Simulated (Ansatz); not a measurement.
**Whose spectrum is this?**

Method: Ansatz, r2SCAN, independent particles, without spin-orbit coupling, line width 0.1 eV (Gaussian); metals get a typed carrier damping. The response is along the first axis of the cell.

```
E (eV)    Im ε
  0.50  141.46
  1.00   60.10
  1.50   35.82
  2.00   44.46
  2.50   38.93
  3.00   31.95
  3.50   42.14
  4.00   23.13
  4.50   14.29
  5.00   11.84
  5.50    9.56
  6.00    5.53
  6.50    4.33
  7.00    3.45
  7.50    2.60
  8.00    1.97
  8.50    1.66
  9.00    1.43
  9.50    1.30
 10.00    1.15
 10.50    1.15
 11.00    1.01
 11.50    0.92
 12.00    1.12
 12.50    2.12
 13.00    1.97
 13.50    1.79
 14.00    1.91
 14.50    2.00
 15.00    2.23
 15.50    2.15
 16.00    3.61
```

Question: All candidates were run at this level. Which one is shown?
A. Tc (P6_3/mmc)
B. LiCl (Fm-3m)
C. SiNi (Pnma)
D. Na (Im-3m)

Answer: A. Tc (P6_3/mmc): a metal, with a Drude term, main peak of the conductivity above 1 eV at 3.60 eV. The others: SiNi (Pnma), a metal, with a Drude term, main peak of the conductivity above 1 eV at 5.16 eV; Na (Im-3m), a metal, with a Drude term; LiCl (Fm-3m), least direct gap 7.23 eV, ε∞ = 3.01 along the first axis, strongest peak along the first axis at 10.70 eV.

[Logs are printed without paths, hosts, clocks, repeated set-up lines and the standing remarks that a program may print on its own settings, such as how far it seeks lower states.]
